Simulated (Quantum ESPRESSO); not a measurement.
# GaAs, zinc blende: band edges under a change of volume

How fast do the gaps move when the cell is scaled evenly?

Calculated with Quantum ESPRESSO 7.5, PBEsol, PseudoDojo 0.4.1 norm-conserving potentials, cutoff 1170 eV, Fermi–Dirac smearing 0.02 eV, k-mesh 9×9×9, no spin polarisation, no spin-orbit coupling in one row; meshes follow the cell at fixed spacing.

Reference cell, relaxed at zero pressure with PBEsol (F-43m): a = 4.0028 Å, b = 4.0028 Å, c = 4.0028 Å, α = 60.00°, β = 60.00°, γ = 60.00°.

```csv
atom,x,y,z
As,0.7500,0.7500,0.7500
Ga,0.0000,0.0000,0.0000
```

At 106 (volume as a share of the relaxed volume) the gap closes or falls to 0.1 eV or less at this level, and those rows are left out.

Levels are read on the k-mesh and along lines from Γ to X = (0.5, 0, 0.5), L = (0.5, 0.5, 0.5), K = (0.375, 0.375, 0.75) and W = (0.5, 0.25, 0.75) in the reciprocal basis of this cell (the letters only name these points), and count from the highest filled level.

```csv
ln(V/V0),gap (eV),direct gap at Γ (eV),lowest empty at L (eV)
−0.0619,0.882,0.882,1.096
−0.0408,0.721,0.721,1.035
0.0000,0.414,0.414,0.920
0.0198,0.268,0.268,0.866
0.0392,0.127,0.127,0.814
```

**Question.** Fit the direct gap at Γ and give it at ln(V/V0) = −0.0202, a row left out above.

A straight line through the 5 rows: the means are −0.00874 for ln(V/V0) and 0.4824 for the level, Σ(Δx)² = 0.007043 and ΣΔxΔy = −0.05265, so the slope is −0.05265/0.007043 = −7.4751 and the intercept 0.4824 − (−7.4751)(−0.00874) = 0.4171.

The slope is the volume deformation potential of this gap, −7.48 eV, as a mean over the range. The line gives 0.568 eV. The run itself gives 0.565 eV, so the estimate misses by 0.003 eV; the fitted rows themselves lie up to 0.003 eV off the law.

The gap is direct at Γ in every row. Semilocal functionals give gaps that are too small, and the error differs from valley to valley, so the order of close valleys can be wrong too. Spin-orbit coupling, left out here, splits the valence top by 0.1 eV or more with such elements and lowers the gap.

[Logs are printed without paths, hosts, clocks, repeated set-up lines and the standing remarks that a program may print on its own settings, such as how far it seeks lower states.]
